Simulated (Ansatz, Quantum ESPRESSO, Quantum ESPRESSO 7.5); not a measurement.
## Conductance against width: vacuum gaps between two Pb(100) faces

Wanted: T at the Fermi level along a series, and its decay constant, for vacuum gaps between two Pb(100) faces.

Calculated with Quantum ESPRESSO 7.5; plane-wave DFT, PBE, GBRV ultrasoft pseudopotentials (cross-check by Ansatz 0.2.0 with PAW datasets).

Report form: inputs, costs, results and the conclusion, without the logs.

## Step 1: The starting structure

The cell holds 12 atoms: 12 Pb. Its edges and angles: a = 3.557 Å, b = 3.557 Å, c = 32.665 Å, α = 90.0°, β = 90.0°, γ = 90.0°. It derives from Pb. Regions: left lead, 6 atoms (6 Pb); right lead, 6 atoms (6 Pb). The structure is stacked, and the current runs, along c.

## Step 2: Ground state, 5 Å

One periodic cell holds a lead period, the junction and more lead; the atoms stay as built.

Contents of j0.scf.in:

```
&control
  prefix = 'j0.scf'
  outdir = './out'
  pseudo_dir = './pseudo'
  calculation = 'scf'
  tprnfor = .true.
/
&system
  ibrav = 0
  nat = 12
  ntyp = 1
  ecutwfc = 40
  ecutrho = 200
  occupations = 'smearing'
  smearing = 'mv'
  degauss = 0.01
/
&electrons
  conv_thr = 1e-07
  mixing_beta = 0.25
  electron_maxstep = 120
  mixing_mode = 'local-TF'
/
ATOMIC_SPECIES
  Pb  207.2000  pb_pbe_v1.uspp.F.UPF
CELL_PARAMETERS angstrom
  3.55674710936833 0.00000000000000 0.00000000000000
  0.00000000000000 3.55674710936833 0.00000000000000
  0.00000000000000 0.00000000000000 32.66500000000000
ATOMIC_POSITIONS crystal
  Pb  0.000000000000 0.000000000000 0.000000000000
  Pb  0.500000000000 0.500000000000 0.076993724170
  Pb  0.000000000000 0.000000000000 0.153987448339
  Pb  0.500000000000 0.500000000000 0.230981172509
  Pb  0.000000000000 0.000000000000 0.307974896678
  Pb  0.500000000000 0.500000000000 0.384968620848
  Pb  0.000000000000 0.000000000000 0.538037654982
  Pb  0.500000000000 0.500000000000 0.615031379152
  Pb  0.000000000000 0.000000000000 0.692025103322
  Pb  0.500000000000 0.500000000000 0.769018827491
  Pb  0.000000000000 0.000000000000 0.846012551661
  Pb  0.500000000000 0.500000000000 0.923006275830
K_POINTS automatic
  7 7 1 0 0 0
```

Run with:

```bash
OMP_NUM_THREADS=1 mpirun -n 4 pw.x -nk 2 -in j0.scf.in > j0.scf.out
```

Elapsed: 3.5 min, on 4 MPI ranks of Arm Neoverse N1, shared host; peak memory 1 GiB; 14 min of CPU time.

This step gave:

- free energy: -26801.1271 eV
- Fermi energy: 9.497 eV

The run needed 11 iterations to bring the estimated error under 1e-07 Ry; the largest force on any atom, held or free, is 0.27 eV/Å.

## Step 3: Transmission with pwcond.x, 5 Å

prefixt takes both regions from one run: the lead from 0 to bdl, the scattering region from bdl to bds (units of alat). ikind = 1 puts the same lead on both sides. The program's T_tot counts both spins in a run without spin; the tables below give T per spin.

Contents of j0.cond.in:

```
&inputcond
  outdir = './out'
  prefixt = 'j0.scf'
  tran_file = 'j0.cond.dat'
  bdl = 1.4142135624
  bds = 9.1839534821
  ikind = 1
  ewind = 4.0
  epsproj = 1e-05
  nz1 = 7
  energy0 = 0.4
  denergy = -0.4
/
15
  0.00000000 0.00000000 0.01562500
  0.00000000 0.12500000 0.06250000
  0.00000000 0.25000000 0.06250000
  0.00000000 0.37500000 0.06250000
  0.00000000 0.50000000 0.03125000
  0.12500000 0.12500000 0.06250000
  0.12500000 0.25000000 0.12500000
  0.12500000 0.37500000 0.12500000
  0.12500000 0.50000000 0.06250000
  0.25000000 0.25000000 0.06250000
  0.25000000 0.37500000 0.12500000
  0.25000000 0.50000000 0.06250000
  0.37500000 0.37500000 0.06250000
  0.37500000 0.50000000 0.06250000
  0.50000000 0.50000000 0.01562500
3
```

Run with:

```bash
OMP_NUM_THREADS=1 mpirun -n 4 pwcond.x -in j0.cond.in > j0.cond.out
```

Wall time 2.5 min (4 MPI ranks); peak memory 0.29 GiB; 9.9 min of CPU time.

This step gave:

| Property | Result |
| --- | --- |
| lead channels at the Fermi level, one spin | 1.547 |
| transmission at the Fermi level, one spin | 0.1753 |
| conductance | 0.1753 G₀ |

Per spin; mean over the k mesh across the current. Open channels, zone mean against energy, zero at the Fermi level:

| energy (eV) | open channels, zone mean |
| --- | --- |
| -0.400 | 1.67 |
| 0.000 | 1.55 |
| 0.400 | 1.52 |

Per spin; mean over the k mesh across the current. The transmission, zone mean by energy, zero at the Fermi level:

| energy (eV) | transmission, zone mean |
| --- | --- |
| -0.400 | 0.155 |
| 0.000 | 0.175 |
| 0.400 | 0.282 |

At 0.000 eV; k in fractions of b1, b2. Transmission by k point:

| k1 | k2 | weight | t | channels |
| --- | --- | --- | --- | --- |
| 0 | 0 | 0.01562 | 0.3796 | 1 |
| 0 | 0.125 | 0.0625 | 0.3476 | 1 |
| 0 | 0.25 | 0.0625 | 0.2299 | 2 |
| 0 | 0.375 | 0.0625 | 0.1818 | 2 |
| 0 | 0.5 | 0.03125 | 0 | 0 |
| 0.125 | 0.125 | 0.0625 | 0.3618 | 1 |
| 0.125 | 0.25 | 0.125 | 0.2682 | 2 |
| 0.125 | 0.375 | 0.125 | 0.184 | 2 |
| 0.125 | 0.5 | 0.0625 | 0 | 0 |
| 0.25 | 0.25 | 0.0625 | 0.1747 | 2 |
| 0.25 | 0.375 | 0.125 | 0.1855 | 2 |
| 0.25 | 0.5 | 0.0625 | 0 | 0 |
| 0.375 | 0.375 | 0.0625 | 0.08832 | 2 |
| 0.375 | 0.5 | 0.0625 | 0.04624 | 2 |
| 0.5 | 0.5 | 0.01562 | 0.01781 | 2 |

## Step 4: Cross-check with Ansatz, 5 Å

A second code with its own PAW datasets, on the same atoms.

Level of this step: plane-wave DFT, PBE, Ansatz PAW (Ansatz 0.2.0).

Contents of input.yaml:

```yaml
crystal:
  lattice:
    - [3.5567471094, 0.0, 0.0]
    - [0.0, 3.5567471094, 0.0]
    - [0.0, 0.0, 32.665]
  atoms:
    - { symbol: Pb, position: [0.0, 0.0, 0.0] }
    - { symbol: Pb, position: [0.5, 0.5, 0.0769937242] }
    - { symbol: Pb, position: [0.0, 0.0, 0.1539874483] }
    - { symbol: Pb, position: [0.5, 0.5, 0.2309811725] }
    - { symbol: Pb, position: [0.0, 0.0, 0.3079748967] }
    - { symbol: Pb, position: [0.5, 0.5, 0.3849686208] }
    - { symbol: Pb, position: [0.0, 0.0, 0.538037655] }
    - { symbol: Pb, position: [0.5, 0.5, 0.6150313792] }
    - { symbol: Pb, position: [0.0, 0.0, 0.6920251033] }
    - { symbol: Pb, position: [0.5, 0.5, 0.7690188275] }
    - { symbol: Pb, position: [0.0, 0.0, 0.8460125517] }
    - { symbol: Pb, position: [0.5, 0.5, 0.9230062758] }
kpoints:
  mp_grid: { grid: [7, 7, 1] }
hamiltonian:
  xc: pbe
scf:
  occupations: { method: fermi_dirac, width: 0.1 }
  convergence: { dr2_threshold: 1.0e-08 }
output:
  transmission: { leads: [[0, 2]], e_range: [-0.4, 0.4], de: 0.4, kmesh: [8, 8] }
  write_potential: true
  write_density: true
  volumetric_format: npy
```

Run with:

```bash
ansatz run input.yaml --threads 4 --pin off --max-ram 8192MiB --backend cpu --events-out ev --progress --plain --runs-dir out
```

It took 40 s on 4 threads; peak memory 1.2 GiB.

Read from the output:

```
free energy                                  : -142876.5834 eV
energy at zero smearing                      : -142876.4635 eV
smearing term TS                             : 0.2397 eV
Fermi energy                                 : 9.238 eV
symmetry operations                          : 16
transmission at the Fermi level, one spin    : 0.1770
step of the lead's Hamiltonian over a period : 49.1 meV
```

Per spin; mean over the k mesh across the current. Table of transmission, zone mean by energy, zero at the Fermi level:

| energy (eV) | transmission, zone mean |
| --- | --- |
| -0.400 | 0.156 |
| 0.000 | 0.177 |
| 0.400 | 0.283 |

Per spin; mean over the k mesh across the current. The open channels, zone mean by energy, zero at the Fermi level:

| energy (eV) | open channels, zone mean |
| --- | --- |
| -0.400 | 1.67 |
| 0.000 | 1.55 |
| 0.400 | 1.52 |

Ansatz finds T = 0.177 against pwcond's 0.175.

## Step 5: Self-consistent run, 6 Å

Level of this step: plane-wave DFT, PBE, GBRV ultrasoft pseudopotentials (Quantum ESPRESSO 7.5).

Contents of j1.scf.in:

```
&control
  prefix = 'j1.scf'
  outdir = './out'
  pseudo_dir = './pseudo'
  calculation = 'scf'
  tprnfor = .true.
/
&system
  ibrav = 0
  nat = 12
  ntyp = 1
  ecutwfc = 40
  ecutrho = 200
  occupations = 'smearing'
  smearing = 'mv'
  degauss = 0.01
/
&electrons
  conv_thr = 1e-07
  mixing_beta = 0.25
  electron_maxstep = 120
  mixing_mode = 'local-TF'
/
ATOMIC_SPECIES
  Pb  207.2000  pb_pbe_v1.uspp.F.UPF
CELL_PARAMETERS angstrom
  3.55674710936833 0.00000000000000 0.00000000000000
  0.00000000000000 3.55674710936833 0.00000000000000
  0.00000000000000 0.00000000000000 33.66500000000000
ATOMIC_POSITIONS crystal
  Pb  0.000000000000 0.000000000000 0.000000000000
  Pb  0.500000000000 0.500000000000 0.074706668647
  Pb  0.000000000000 0.000000000000 0.149413337294
  Pb  0.500000000000 0.500000000000 0.224120005941
  Pb  0.000000000000 0.000000000000 0.298826674588
  Pb  0.500000000000 0.500000000000 0.373533343235
  Pb  0.000000000000 0.000000000000 0.551759988118
  Pb  0.500000000000 0.500000000000 0.626466656765
  Pb  0.000000000000 0.000000000000 0.701173325412
  Pb  0.500000000000 0.500000000000 0.775879994059
  Pb  0.000000000000 0.000000000000 0.850586662706
  Pb  0.500000000000 0.500000000000 0.925293331353
K_POINTS automatic
  7 7 1 0 0 0
```

Run with:

```bash
OMP_NUM_THREADS=1 mpirun -n 4 pw.x -nk 2 -in j1.scf.in > j1.scf.out
```

Run time: 3.2 min. Hardware: 4 MPI ranks; peak memory 0.84 GiB; 13 min of CPU time.

Numbers from this step:

```
free energy  : -26801.0924 eV
Fermi energy : 9.119 eV
```

## Step 6: The open system, 6 Å

j1.cond.in is the input of step 3 with these lines changed:

```diff
@@ -2,6 +2,6 @@
   outdir = './out'
-  prefixt = 'j0.scf'
-  tran_file = 'j0.cond.dat'
+  prefixt = 'j1.scf'
+  tran_file = 'j1.cond.dat'
   bdl = 1.4142135624
-  bds = 9.1839534821
+  bds = 9.4651092599
   ikind = 1
```

Run with:

```bash
OMP_NUM_THREADS=1 mpirun -n 4 pwcond.x -in j1.cond.in > j1.cond.out
```

Elapsed: 2.7 min, on 4 MPI ranks; peak memory 0.3 GiB; 11 min of CPU time.

Numbers from this step:

| Quantity | Value |
| --- | --- |
| transmission at the Fermi level, one spin | 0.03368 |
| conductance | 0.03368 G₀ |

Per spin; mean over the k mesh across the current. Table of transmission, zone mean by energy, zero at the Fermi level:

| energy (eV) | transmission, zone mean |
| --- | --- |
| -0.400 | 0.0290 |
| 0.000 | 0.0337 |
| 0.400 | 0.0768 |

T goes from 0.175 to 0.0337, a factor of 5.2.

## Step 7: The same in Ansatz, 6 Å

Level of this step: plane-wave DFT, PBE, Ansatz PAW (Ansatz 0.2.0).

input.yaml, the sections that differ from step 4:

```yaml
crystal:
  lattice:
    - [3.5567471094, 0.0, 0.0]
    - [0.0, 3.5567471094, 0.0]
    - [0.0, 0.0, 33.665]
  atoms:
    - { symbol: Pb, position: [0.0, 0.0, 0.0] }
    - { symbol: Pb, position: [0.5, 0.5, 0.0747066686] }
    - { symbol: Pb, position: [0.0, 0.0, 0.1494133373] }
    - { symbol: Pb, position: [0.5, 0.5, 0.2241200059] }
    - { symbol: Pb, position: [0.0, 0.0, 0.2988266746] }
    - { symbol: Pb, position: [0.5, 0.5, 0.3735333432] }
    - { symbol: Pb, position: [0.0, 0.0, 0.5517599881] }
    - { symbol: Pb, position: [0.5, 0.5, 0.6264666568] }
    - { symbol: Pb, position: [0.0, 0.0, 0.7011733254] }
    - { symbol: Pb, position: [0.5, 0.5, 0.7758799941] }
    - { symbol: Pb, position: [0.0, 0.0, 0.8505866627] }
    - { symbol: Pb, position: [0.5, 0.5, 0.9252933314] }
# kpoints, hamiltonian, scf, output: as in step 4
```

Run with:

```bash
ansatz run input.yaml --threads 4 --pin off --max-ram 8192MiB --backend cpu --events-out ev --progress --plain --runs-dir out
```

It took 40 s on 4 threads; peak memory 1.3 GiB; 2.5 min of CPU time.

Read from the output:

```
free energy                                  : -142876.5460 eV
energy at zero smearing                      : -142876.4260 eV
smearing term TS                             : 0.2400 eV
Fermi energy                                 : 8.865 eV
transmission at the Fermi level, one spin    : 0.03382
step of the lead's Hamiltonian over a period : 54.7 meV
```

Per spin; mean over the k mesh across the current. The transmission, zone mean by energy, zero at the Fermi level:

| energy (eV) | transmission, zone mean |
| --- | --- |
| -0.400 | 0.0289 |
| 0.000 | 0.0338 |
| 0.400 | 0.0740 |

Ansatz finds T = 0.0338 against pwcond's 0.0337.

## Step 8: SCF with pw.x, 7 Å

Level of this step: plane-wave DFT, PBE, GBRV ultrasoft pseudopotentials (Quantum ESPRESSO 7.5).

Contents of j2.scf.in:

```
&control
  prefix = 'j2.scf'
  outdir = './out'
  pseudo_dir = './pseudo'
  calculation = 'scf'
  tprnfor = .true.
/
&system
  ibrav = 0
  nat = 12
  ntyp = 1
  ecutwfc = 40
  ecutrho = 200
  occupations = 'smearing'
  smearing = 'mv'
  degauss = 0.01
/
&electrons
  conv_thr = 1e-07
  mixing_beta = 0.25
  electron_maxstep = 120
  mixing_mode = 'local-TF'
/
ATOMIC_SPECIES
  Pb  207.2000  pb_pbe_v1.uspp.F.UPF
CELL_PARAMETERS angstrom
  3.55674710936833 0.00000000000000 0.00000000000000
  0.00000000000000 3.55674710936833 0.00000000000000
  0.00000000000000 0.00000000000000 34.66500000000000
ATOMIC_POSITIONS crystal
  Pb  0.000000000000 0.000000000000 0.000000000000
  Pb  0.500000000000 0.500000000000 0.072551564979
  Pb  0.000000000000 0.000000000000 0.145103129958
  Pb  0.500000000000 0.500000000000 0.217654694937
  Pb  0.000000000000 0.000000000000 0.290206259916
  Pb  0.500000000000 0.500000000000 0.362757824895
  Pb  0.000000000000 0.000000000000 0.564690610125
  Pb  0.500000000000 0.500000000000 0.637242175105
  Pb  0.000000000000 0.000000000000 0.709793740084
  Pb  0.500000000000 0.500000000000 0.782345305063
  Pb  0.000000000000 0.000000000000 0.854896870042
  Pb  0.500000000000 0.500000000000 0.927448435021
K_POINTS automatic
  7 7 1 0 0 0
```

Run with:

```bash
OMP_NUM_THREADS=1 mpirun -n 4 pw.x -nk 2 -in j2.scf.in > j2.scf.out
```

It took 3.3 min on 4 MPI ranks; peak memory 1 GiB.

Numbers from this step:

- free energy: -26801.0855 eV
- Fermi energy: 8.755 eV

## Step 9: The open system, 7 Å

j2.cond.in is the input of step 6 with these lines changed:

```diff
@@ -2,6 +2,6 @@
   outdir = './out'
-  prefixt = 'j1.scf'
-  tran_file = 'j1.cond.dat'
+  prefixt = 'j2.scf'
+  tran_file = 'j2.cond.dat'
   bdl = 1.4142135624
-  bds = 9.4651092599
+  bds = 9.7462650377
   ikind = 1
```

Run with:

```bash
OMP_NUM_THREADS=1 mpirun -n 4 pwcond.x -in j2.cond.in > j2.cond.out
```

Wall time 2.7 min (4 MPI ranks); peak memory 0.29 GiB.

Numbers from this step:

```
transmission at the Fermi level, one spin : 0.006076
conductance                               : 0.006076 G₀
```

Per spin; mean over the k mesh across the current. Transmission, zone mean against energy, zero at the Fermi level:

| energy (eV) | transmission, zone mean |
| --- | --- |
| -0.400 | 0.00477 |
| 0.000 | 0.00608 |
| 0.400 | 0.0131 |

At 0.000 eV; k in fractions of b1, b2. Transmission by k point:

| k1 | k2 | weight | t | channels |
| --- | --- | --- | --- | --- |
| 0 | 0 | 0.01562 | 0.0271 | 1 |
| 0 | 0.125 | 0.0625 | 0.02059 | 1 |
| 0 | 0.25 | 0.0625 | 0.009128 | 2 |
| 0 | 0.375 | 0.0625 | 0.00387 | 2 |
| 0 | 0.5 | 0.03125 | 0 | 0 |
| 0.125 | 0.125 | 0.0625 | 0.01899 | 1 |
| 0.125 | 0.25 | 0.125 | 0.009889 | 2 |
| 0.125 | 0.375 | 0.125 | 0.003611 | 2 |
| 0.125 | 0.5 | 0.0625 | 0 | 0 |
| 0.25 | 0.25 | 0.0625 | 0.003989 | 2 |
| 0.25 | 0.375 | 0.125 | 0.002928 | 2 |
| 0.25 | 0.5 | 0.0625 | 0 | 0 |
| 0.375 | 0.375 | 0.0625 | 7.92e-4 | 2 |
| 0.375 | 0.5 | 0.0625 | 2.31e-4 | 2 |
| 0.5 | 0.5 | 0.01562 | 5.67e-5 | 2 |

T goes from 0.0337 to 0.00608, a factor of 5.5.

## Step 10: Cross-check with Ansatz, 7 Å

Level of this step: plane-wave DFT, PBE, Ansatz PAW (Ansatz 0.2.0).

Contents of input.yaml:

```yaml
crystal:
  lattice:
    - [3.5567471094, 0.0, 0.0]
    - [0.0, 3.5567471094, 0.0]
    - [0.0, 0.0, 34.665]
  atoms:
    - { symbol: Pb, position: [0.0, 0.0, 0.0] }
    - { symbol: Pb, position: [0.5, 0.5, 0.072551565] }
    - { symbol: Pb, position: [0.0, 0.0, 0.14510313] }
    - { symbol: Pb, position: [0.5, 0.5, 0.2176546949] }
    - { symbol: Pb, position: [0.0, 0.0, 0.2902062599] }
    - { symbol: Pb, position: [0.5, 0.5, 0.3627578249] }
    - { symbol: Pb, position: [0.0, 0.0, 0.5646906101] }
    - { symbol: Pb, position: [0.5, 0.5, 0.6372421751] }
    - { symbol: Pb, position: [0.0, 0.0, 0.7097937401] }
    - { symbol: Pb, position: [0.5, 0.5, 0.7823453051] }
    - { symbol: Pb, position: [0.0, 0.0, 0.85489687] }
    - { symbol: Pb, position: [0.5, 0.5, 0.927448435] }
kpoints:
  mp_grid: { grid: [7, 7, 1] }
hamiltonian:
  xc: pbe
scf:
  occupations: { method: fermi_dirac, width: 0.1 }
  convergence: { dr2_threshold: 1.0e-08 }
output:
  transmission: { leads: [[0, 2]], e_range: [-0.4, 0.4], de: 0.4, kmesh: [8, 8] }
  write_potential: true
  write_density: true
  volumetric_format: npy
  elf: true
```

Run with:

```bash
ansatz run input.yaml --threads 4 --pin off --max-ram 8192MiB --backend cpu --events-out ev --progress --plain --runs-dir out
```

The job ended after 42 s (4 threads; peak memory 1.3 GiB).

This step gave:

```
free energy                                  : -142876.5371 eV
energy at zero smearing                      : -142876.4174 eV
smearing term TS                             : 0.2393 eV
Fermi energy                                 : 8.507 eV
transmission at the Fermi level, one spin    : 0.005765
step of the lead's Hamiltonian over a period : 56.8 meV
```

Per spin; mean over the k mesh across the current. Table of transmission, zone mean by energy, zero at the Fermi level:

| energy (eV) | transmission, zone mean |
| --- | --- |
| -0.400 | 0.00452 |
| 0.000 | 0.00577 |
| 0.400 | 0.0121 |

Ansatz finds T = 0.00577 against pwcond's 0.00608.

## Step 11: SCF with pw.x, 8 Å

Level of this step: plane-wave DFT, PBE, GBRV ultrasoft pseudopotentials (Quantum ESPRESSO 7.5).

Contents of j3.scf.in:

```
&control
  prefix = 'j3.scf'
  outdir = './out'
  pseudo_dir = './pseudo'
  calculation = 'scf'
  tprnfor = .true.
/
&system
  ibrav = 0
  nat = 12
  ntyp = 1
  ecutwfc = 40
  ecutrho = 200
  occupations = 'smearing'
  smearing = 'mv'
  degauss = 0.01
/
&electrons
  conv_thr = 1e-07
  mixing_beta = 0.25
  electron_maxstep = 120
  mixing_mode = 'local-TF'
/
ATOMIC_SPECIES
  Pb  207.2000  pb_pbe_v1.uspp.F.UPF
CELL_PARAMETERS angstrom
  3.55674710936833 0.00000000000000 0.00000000000000
  0.00000000000000 3.55674710936833 0.00000000000000
  0.00000000000000 0.00000000000000 35.66500000000000
ATOMIC_POSITIONS crystal
  Pb  0.000000000000 0.000000000000 0.000000000000
  Pb  0.500000000000 0.500000000000 0.070517313893
  Pb  0.000000000000 0.000000000000 0.141034627786
  Pb  0.500000000000 0.500000000000 0.211551941680
  Pb  0.000000000000 0.000000000000 0.282069255573
  Pb  0.500000000000 0.500000000000 0.352586569466
  Pb  0.000000000000 0.000000000000 0.576896116641
  Pb  0.500000000000 0.500000000000 0.647413430534
  Pb  0.000000000000 0.000000000000 0.717930744427
  Pb  0.500000000000 0.500000000000 0.788448058320
  Pb  0.000000000000 0.000000000000 0.858965372214
  Pb  0.500000000000 0.500000000000 0.929482686107
K_POINTS automatic
  7 7 1 0 0 0
```

Run with:

```bash
OMP_NUM_THREADS=1 mpirun -n 4 pw.x -nk 2 -in j3.scf.in > j3.scf.out
```

The job ended after 4 min (4 MPI ranks; peak memory 0.92 GiB).

This step gave:

```
free energy  : -26801.0835 eV
Fermi energy : 8.407 eV
```

## Step 12: Transmission with pwcond.x, 8 Å

j3.cond.in is the input of step 9 with these lines changed:

```diff
@@ -2,6 +2,6 @@
   outdir = './out'
-  prefixt = 'j2.scf'
-  tran_file = 'j2.cond.dat'
+  prefixt = 'j3.scf'
+  tran_file = 'j3.cond.dat'
   bdl = 1.4142135624
-  bds = 9.7462650377
+  bds = 10.0274208155
   ikind = 1
```

Run with:

```bash
OMP_NUM_THREADS=1 mpirun -n 4 pwcond.x -in j3.cond.in > j3.cond.out
```

Elapsed: 2.9 min, on 4 MPI ranks; peak memory 0.3 GiB.

Read from the output:

| Property | Result |
| --- | --- |
| transmission at the Fermi level, one spin | 0.001069 |
| conductance | 0.001069 G₀ |

Per spin; mean over the k mesh across the current. Table of transmission, zone mean by energy, zero at the Fermi level:

| energy (eV) | transmission, zone mean |
| --- | --- |
| -0.400 | 7.5e-4 |
| 0.000 | 0.00107 |
| 0.400 | 0.00217 |

T goes from 0.00608 to 0.00107, a factor of 5.7.

## Step 13: The same in Ansatz, 8 Å

Level of this step: plane-wave DFT, PBE, Ansatz PAW (Ansatz 0.2.0).

input.yaml, the sections that differ from step 10:

```yaml
crystal:
  lattice:
    - [3.5567471094, 0.0, 0.0]
    - [0.0, 3.5567471094, 0.0]
    - [0.0, 0.0, 35.665]
  atoms:
    - { symbol: Pb, position: [0.0, 0.0, 0.0] }
    - { symbol: Pb, position: [0.5, 0.5, 0.0705173139] }
    - { symbol: Pb, position: [0.0, 0.0, 0.1410346278] }
    - { symbol: Pb, position: [0.5, 0.5, 0.2115519417] }
    - { symbol: Pb, position: [0.0, 0.0, 0.2820692556] }
    - { symbol: Pb, position: [0.5, 0.5, 0.3525865695] }
    - { symbol: Pb, position: [0.0, 0.0, 0.5768961166] }
    - { symbol: Pb, position: [0.5, 0.5, 0.6474134305] }
    - { symbol: Pb, position: [0.0, 0.0, 0.7179307444] }
    - { symbol: Pb, position: [0.5, 0.5, 0.7884480583] }
    - { symbol: Pb, position: [0.0, 0.0, 0.8589653722] }
    - { symbol: Pb, position: [0.5, 0.5, 0.9294826861] }
# kpoints, hamiltonian, scf, output: as in step 10
```

Run with:

```bash
ansatz run input.yaml --threads 4 --pin off --max-ram 8192MiB --backend cpu --events-out ev --progress --plain --runs-dir out
```

Wall time 46 s (4 threads); peak memory 1.4 GiB; 2.8 min of CPU time.

Numbers from this step:

| Item | Value |
| --- | --- |
| free energy | -142876.5347 eV |
| energy at zero smearing | -142876.4152 eV |
| smearing term TS | 0.2388 eV |
| Fermi energy | 8.166 eV |
| transmission at the Fermi level, one spin | 9.41e-4 |
| step of the lead's Hamiltonian over a period | 57.6 meV |

Per spin; mean over the k mesh across the current. The transmission, zone mean by energy, zero at the Fermi level:

| energy (eV) | transmission, zone mean |
| --- | --- |
| -0.400 | 6.7e-4 |
| 0.000 | 9.4e-4 |
| 0.400 | 0.00188 |

Ansatz finds T = 9.4e-4 against pwcond's 0.00107.

(Part 1 of 2 ends here.)

[Long decimals in the printed logs are rounded to 6 places.]

[Logs are printed without paths, hosts, clocks, repeated set-up lines and the standing remarks that a program may print on its own settings, such as how far it seeks lower states.]

[Hosts, paths, dates, database ids (printed as entryN), source tags and the programs' standing remarks are cut or masked in the printed files.]

[Maps of the electrostatic potential energy from Ansatz leave out the sawtooth potential of an applied field or a dipole correction, so their vacuum need not be flat; planar profiles and work functions include it.]
